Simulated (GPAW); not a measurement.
The P K edge of atom 1 in P (Cmce), with 2 P at 2.22 Å and 1 P at 2.24 Å (distorted pyramidal, site symmetry m), was computed in 2 ways: excited-electron core hole (neutral cell) and no core hole. Program and functional: GPAW, LDA, Gaussian full width 0.9 eV up to 4 eV, rising linearly to 3.5 eV at 25 eV; cells of 4 and 16 atoms (the run without a hole in the smaller).

Each run is counted from its own lowest empty level or Fermi level and scaled to a mean of 1 over its first 20 eV.

```csv
E (eV),run 1,run 2
-2.00,0.00,0.00
-1.25,0.00,0.00
-0.50,0.25,0.02
0.25,2.00,0.29
1.00,2.87,1.01
1.75,1.95,1.55
2.50,1.46,1.92
3.25,1.06,2.15
4.00,0.84,1.50
4.75,0.71,1.02
5.50,0.70,0.78
6.25,0.94,0.95
7.00,0.80,1.06
7.75,0.64,0.91
8.50,0.62,0.76
9.25,0.71,0.70
10.00,0.80,0.68
10.75,0.91,0.78
11.50,0.91,0.88
12.25,0.83,0.90
13.00,0.81,0.89
13.75,0.86,0.89
14.50,0.86,0.90
15.25,0.85,0.88
16.00,0.86,0.86
16.75,0.87,0.87
17.50,0.85,0.90
18.25,0.82,0.92
19.00,0.79,0.93
19.75,0.76,0.91
20.50,0.74,0.87
21.25,0.72,0.82
22.00,0.69,0.79
22.75,0.67,0.77
23.50,0.64,0.74
24.25,0.62,0.70
25.00,0.61,0.68
25.75,0.60,0.68
26.50,0.59,0.68
27.25,0.57,0.67
28.00,0.55,0.64
28.75,0.54,0.60
```

Q: Which run is which?

Run 1: excited-electron core hole (neutral cell) (area from −2 to 6 eV 9.0, main maxima 0.8 eV (2.92), 6.3 eV (0.94), 11.1 eV (0.93) and 16.5 eV (0.87)). Run 2: no core hole (area from −2 to 6 eV 7.8, main maxima 3.3 eV (2.16), 6.8 eV (1.07) and 19.0 eV (0.93)). With each curve scaled to its own mean, the area from −2 to 6 eV with the hole is 9.0 against 7.8, and the centre of weight from −1 to 20 eV moves by -0.9 eV: the hole pulls the absorber's empty states down.

[Banner, clock and machine lines of the logs are left out without a mark of their own.]

[Logs are printed without paths, hosts, clocks, repeated set-up lines and the standing remarks that a program may print on its own settings, such as how far it seeks lower states.]

[Hosts, paths, dates, database ids (printed as entryN), source tags and the programs' standing remarks are cut or masked in the printed files.]

[Lists of maxima count a maximum above −3 eV only where it reaches 4 % of the highest in the window and stands out from its surroundings by 2 % of it (1.5 % where it reaches 55 %); shoulders and weaker maxima are passed over, and of the rest the first, up to two pre-edge ones and the few strongest are named.]
